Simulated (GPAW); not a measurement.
# An In chain with CO on top of one atom: relaxation, then transmission at several levels, part 3 of 3

Aim: the conductance of an In chain with CO on top of one atom after relaxation, and whether geometry, basis or functional moves it most.

GPAW 26.7.0; GPAW LCAO, PAW setups; relaxation of the junction within the symmetry of its start, lead ends held (the session's first sound run).

So far, transmission at the Fermi level (one spin): step 3 (double-zeta polarised basis, PBE, GPAW) 1.70; step 4 (basis szp(dzp), PBE, GPAW) 1.68; step 5 (basis sz(dzp), PBE, GPAW) 1.73; step 6 (RPBE) 1.69; step 7 (without the relaxation: geometry = "as built", PBE, GPAW) 1.79.

### 10. A varied run

One more run, with changed settings.

This step: GPAW LCAO, PAW setups; Landauer transmission from Green's functions with principal layers (ASE), zero bias (GPAW 26.7.0).

The input, run.py:

```python
import json
import numpy as np
from ase import Atoms
from ase.transport.calculators import TransportCalculator
from gpaw import GPAW, FermiDirac
from gpaw.lcao.tools import get_lcao_hamiltonian
from scipy.linalg import eigh

# The junction with lead layers at both ends, along the third cell vector
device = Atoms(
    ['In', 'In', 'In', 'In', 'In', 'In', 'In', 'C', 'O', 'In', 'In', 'In', 'In', 'In', 'In'],
    positions=[
        [4.50000, 4.50000, 1.47500],
        [4.50000, 4.50000, 4.42500],
        [4.50000, 4.50000, 7.37500],
        [4.50000, 4.50000, 10.32500],
        [4.50000, 4.50000, 13.27500],
        [5.11608, 4.50000, 16.33104],
        [3.92471, 4.50000, 19.17500],
        [6.33496, 4.50000, 19.17500],
        [7.51822, 4.50000, 19.17500],
        [5.11608, 4.50000, 22.01896],
        [4.50000, 4.50000, 25.07500],
        [4.50000, 4.50000, 28.02500],
        [4.50000, 4.50000, 30.97500],
        [4.50000, 4.50000, 33.92500],
        [4.50000, 4.50000, 36.87500]],
    cell=[[9.0, 0.0, 0.0], [0.0, 9.0, 0.0], [0.0, 0.0, 38.35]],
    pbc=True)

# One principal layer of the lead: the first 3 atoms of the device
lead = Atoms(
    ['In', 'In', 'In'],
    positions=[
        [4.50000, 4.50000, 1.47500],
        [4.50000, 4.50000, 4.42500],
        [4.50000, 4.50000, 7.37500]],
    cell=[[9.0, 0.0, 0.0], [0.0, 9.0, 0.0], [0.0, 0.0, 8.85]],
    pbc=True)

settings = dict(mode='lcao', basis='dzp', xc='PBE', h=0.18,
                occupations=FermiDirac(0.1), maxiter=3,
                mixer=dict(beta=0.1, nmaxold=8, weight=100.0),
                convergence=dict(density=0.0001))
energies = np.arange(-2, 2 + 1e-9, 0.025)
eta = 0.0001
n1, n2 = 1, 1
# k and -k transmit alike, so half of the mesh across the current serves
mesh = [(i, j) for i in range(n1) for j in range(n2) if (i, j) <= (-i % n1, -j % n2)]
weights = np.array([1 if (i, j) == (-i % n1, -j % n2) else 2 for i, j in mesh]) / (n1 * n2)


def ground_state(atoms, size, txt):
    atoms.calc = GPAW(kpts={'size': size, 'gamma': True}, symmetry={'tolerance': 1e-3}, txt=txt, **settings)
    atoms.get_potential_energy()
    return atoms.calc.get_fermi_level()


def blocks(atoms, fermi, points, nz, cells):
    """H - E_F S and S between cell 0 and the cells above it, at each point across the current."""
    kz = np.arange(nz) / nz
    calc = atoms.calc.fixed_density(kpts=[(*k, z) for k in points for z in kz], symmetry='off', txt=None)
    H, S = get_lcao_hamiltonian(calc)
    H = (H - fermi * S).reshape(len(H), len(points), nz, *S.shape[1:])
    S = S.reshape(H.shape[1:])
    phases = [np.exp(-2j * np.pi * kz * R) / nz for R in cells]
    return [(np.einsum('skzij,z->ksij', H, p), np.einsum('kzij,z->kij', S, p)) for p in phases]


def pair(a, b):
    return np.block([[a, b], [b.T.conj(), a]])


def count_channels(h, s, cells, nk=240):
    """Half the number of times that the lead's bands cross each energy, unfolded to its shortest repeat."""
    b = len(h) // cells
    bands = []
    for k in (np.arange(nk + 1) + 0.5) / nk:
        hk, sk = h[:b, :b].copy(), s[:b, :b].copy()
        for R in range(1, cells):
            phase, block = np.exp(2j * np.pi * k * R), slice(R * b, (R + 1) * b)
            hk += h[:b, block] * phase + (h[:b, block] * phase).T.conj()
            sk += s[:b, block] * phase + (s[:b, block] * phase).T.conj()
        w, u = eigh(sk)
        x = u[:, w > 1e-5] / w[w > 1e-5]**0.5  # drop near-dependent combinations
        bands.append(np.r_[eigh(x.T.conj() @ hk @ x, eigvals_only=True), [1e9] * (w <= 1e-5).sum()])
    below = np.array(bands)[:, :, None] < energies
    return (below[1:] != below[:-1]).sum((0, 1)) / 2


fermi_lead = ground_state(lead, (1, 1, 13), 'lead.txt')
fermi_device = ground_state(device, (1, 1, 2), 'device.txt')
T, channels, eigen, tail, misfit, shifts = [], [], [], 0.0, 0.0, []
for first in range(0, len(mesh), 493):
    points = [(i / n1, j / n2) for i, j in mesh[first:first + 493]]
    (H0k, S0k), (H1k, S1k), (H2k, _) = blocks(lead, fermi_lead, points, 5, range(3))
    [(Hk, Sk)] = blocks(device, fermi_device, points, 2, [0])
    tail = max(tail, abs(H2k).max())
    for H0, S0, H1, S1, H, S in zip(H0k, S0k, H1k, S1k, Hk, Sk):
        n = len(S0)
        # Shift the lead onto the potential of the device's first layer
        shift = ((H[:, 0, 0] - H0[:, 0, 0]) / S0[0, 0]).real.mean()
        shifts.append(shift)
        misfit = max(misfit, abs(H[:, :n, :n] - H0 - shift * S0).max())
        Tk, Ck, Ek = [], [], []
        for s in range(len(H)):
            t = s % len(H0)  # a lead without moments serves both spins
            h1, s1 = pair(H0[t] + shift * S0, H1[t] + shift * S1), pair(S0, S1)
            leads = dict(h1=h1, s1=s1, energies=energies, eta=eta, eta1=eta, eta2=eta)
            calc = TransportCalculator(h=H[s], s=S, eigenchannels=3, **leads)
            Tk.append(calc.get_transmission())
            Ek.append(np.sort(calc.eigenchannels_ne, axis=0)[::-1])
            Ck.append(count_channels(h1, s1, 6))
        T.append(Tk)
        channels.append(Ck)
        eigen.append(Ek)
T, channels = np.array(T), np.array(channels)
mean, open_channels = np.einsum('kse,k->se', T, weights), np.einsum('kse,k->se', channels, weights)

print(f'basis functions: device {len(S)}, principal layer {n}')
print(f'Fermi level: lead {fermi_lead:.4f} eV, device {fermi_device:.4f} eV; lead shifted by {np.mean(shifts):.4f} eV')
print(f'largest coupling past the next layer {tail:.2e} eV, largest misfit of the first layer {misfit:.3f} eV')
print('  E-E_F (eV)   ' + 'T (one spin)  channels')
for e, t, c in zip(energies, mean.T, open_channels.T):
    print(f'{e:10.3f}  ', *[f'{x:11.4e}' for x in t], *[f'{x:9.4f}' for x in c])

kT = 8.617333e-5 * 300
fine = np.linspace(energies[0], energies[-1], 4001)
both = np.exp(np.interp(fine, energies, np.log(np.maximum(mean.sum(0) * 2 / len(mean), 1e-30))))
fermi = lambda mu: 1 / (1 + np.exp(np.clip((fine - mu) / kT, -200, 200)))
slope = fermi(0) * (1 - fermi(0)) / kT
G = np.trapezoid(both * slope, fine) / 2
seebeck = -np.trapezoid(both * slope * fine, fine) / (2 * G * 300) * 1e6
print(f'conductance at 300 K: {G:.5g} G0 a cell; thermopower {seebeck:.4g} uV/K')
bias = [0.1, 0.2, 0.5, 1.0, 1.5, 2.0]
current = [38.74 * np.trapezoid(both * (fermi(V / 2) - fermi(-V / 2)), fine) for V in bias]
for V, I in zip(bias, current):
    print(f'current from the zero-bias T(E) at {V} V: {I:.5g} uA')
zero = abs(energies).argmin()
json.dump(dict(energies=energies.tolist(), T=mean.tolist(), channels=open_channels.tolist(), G=G, seebeck=seebeck,
               bias=bias, current=current, tail=tail, misfit=misfit, shift=np.mean(shifts), n_device=len(S), n_lead=n,
               fermi=[fermi_lead, fermi_device], energy=device.get_potential_energy(),
               moments=device.get_magnetic_moments().tolist(), mesh=mesh, weights=weights.tolist(),
               T_k=T[:, :, zero].tolist(), eigen=np.array(eigen[0]).tolist()), open('result.json', 'w'))
```

Command:

```console
OMP_NUM_THREADS=1 OPENBLAS_NUM_THREADS=1 python run.py
```

What it wrote:

```text
gpaw.KohnShamConvergenceError
```

Elapsed: 5.1 s, on 1 thread of Arm Neoverse V2, shared host; peak memory 0.49 GiB.

The run stopped without converging, so none of its numbers is a property of the system.

The fault put into the input: too few SCF iterations (maxiter = 3).

### 11. Results

| Item | Value |
| --- | --- |
| conductance | 1.68 G₀ |
| transmission at the Fermi level, mean of the spins | 1.70 |
| open channels of the lead there | 3 |

What this shows: In the dzp basis the junction conducts 1.68 G₀ at 300 K, with T = 1.70 a spin at the Fermi level; the sz basis reaches that conductance within 10 %. Relaxation moved atoms by up to 0.63 Å and took the conductance from 1.77 to 1.68 G₀, as a ratio a larger change than the step from dzp to the minimal basis. The scatterer reflects about 43 % of the incoming channels at the Fermi level. At the Fermi level the three most open eigenchannels pass 0.88, 0.75 and 0.071. Measured against the first run (dzp), the nearest curve is that of dzp-RPBE (r.m.s. 0.032) and the farthest that of asbuilt (0.54). Over the compared runs wall time goes from 48 s (sz) to 97 s (asbuilt), on a shared host. The leads kept an estimated spacing and the cell its length, so the junction may be under some tension or compression. The geometry comes from the orbital basis, which tends to overbind, and kept the symmetry of the start, so a structure of lower symmetry may lie lower. The run had no spin polarisation, so a magnetic state, which chains and small molecules with open shells often have, wasn't tested. Spin-orbit coupling is left out, which matters for the heavy atoms here. An evenly spaced straight chain is an idealisation: free chains tend to dimerise, zigzag or, where a band edge lies near the Fermi level, turn magnetic. The currents use the zero-bias T(E) throughout, which holds only while the bias is small against the distance to the nearest feature. The thermopower isn't quoted: it samples T(E) farther from the Fermi level than the conductance does, and the energy grid wasn't tested for it.

[Logs are printed without paths, hosts, clocks, repeated set-up lines and the standing remarks that a program may print on its own settings, such as how far it seeks lower states.]

[Hosts, paths, dates, database ids (printed as entryN), source tags and the programs' standing remarks are cut or masked in the printed files.]
